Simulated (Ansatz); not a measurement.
G0W0 rungs for NaCl (Halite).

```yaml
crystal:
  lattice:
    - [0.00000, 2.82005, 2.82005]
    - [2.82005, 0.00000, 2.82005]
    - [2.82005, 2.82005, 0.00000]
  atoms:
    - { symbol: Na, position: [0.00000, 0.00000, 0.00000] }
    - { symbol: Cl, position: [0.50000, 0.50000, 0.50000] }
```

The cell and positions come from the Crystallography Open Database and are kept as given unless a step says otherwise. PAW set soft_2, made with PBE.

Runs so far (Ansatz 0.2.0, start PBE, default PAW files, 6×6×6 mesh). Times are wall times on 1 × NVIDIA H100 80GB HBM3 (shared by 6 runs) with 3 threads of AMD EPYC 7R13 (Zen 3), shared host, good to a factor of about two.

```
bands summed  cutoff (eV)  gap on the mesh (eV)  time
          55           60                 7.601  13 s
         141          120                 7.812  16 s
```

Q: What should the next rung give, with 296 bands and screening to 200 eV, and where is the limit?

The error falls about as one over the bands when the cutoff rises with them. A line through the two highest rungs given predicts 7.882 eV; the run gave 7.946 eV, a miss of 0.064 eV, so the law fails here: the steps don't follow it yet. The two highest rungs put the limit near 8.068 eV, the pair below near 7.946 eV; neither can be trusted until a further rung is run.

Gaps are over the mesh's points; an edge off the mesh would be missed. Limits: not at the basis limit.

[Paths, hosts, dates, memory and timing lines, banners, echoed tables and standing remarks are left out of the program output.]

[Logs are printed without paths, hosts, clocks, repeated set-up lines and the standing remarks that a program may print on its own settings, such as how far it seeks lower states.]

[Runs of the session that timed out or met a known fault of the program may be left out.]

[Cells called generated may have been cut or substituted from an entry of the Crystallography Open Database or the Materials Project.]

[Hosts, paths, dates, database ids (printed as entryN), source tags and the programs' standing remarks are cut or masked in the printed files.]
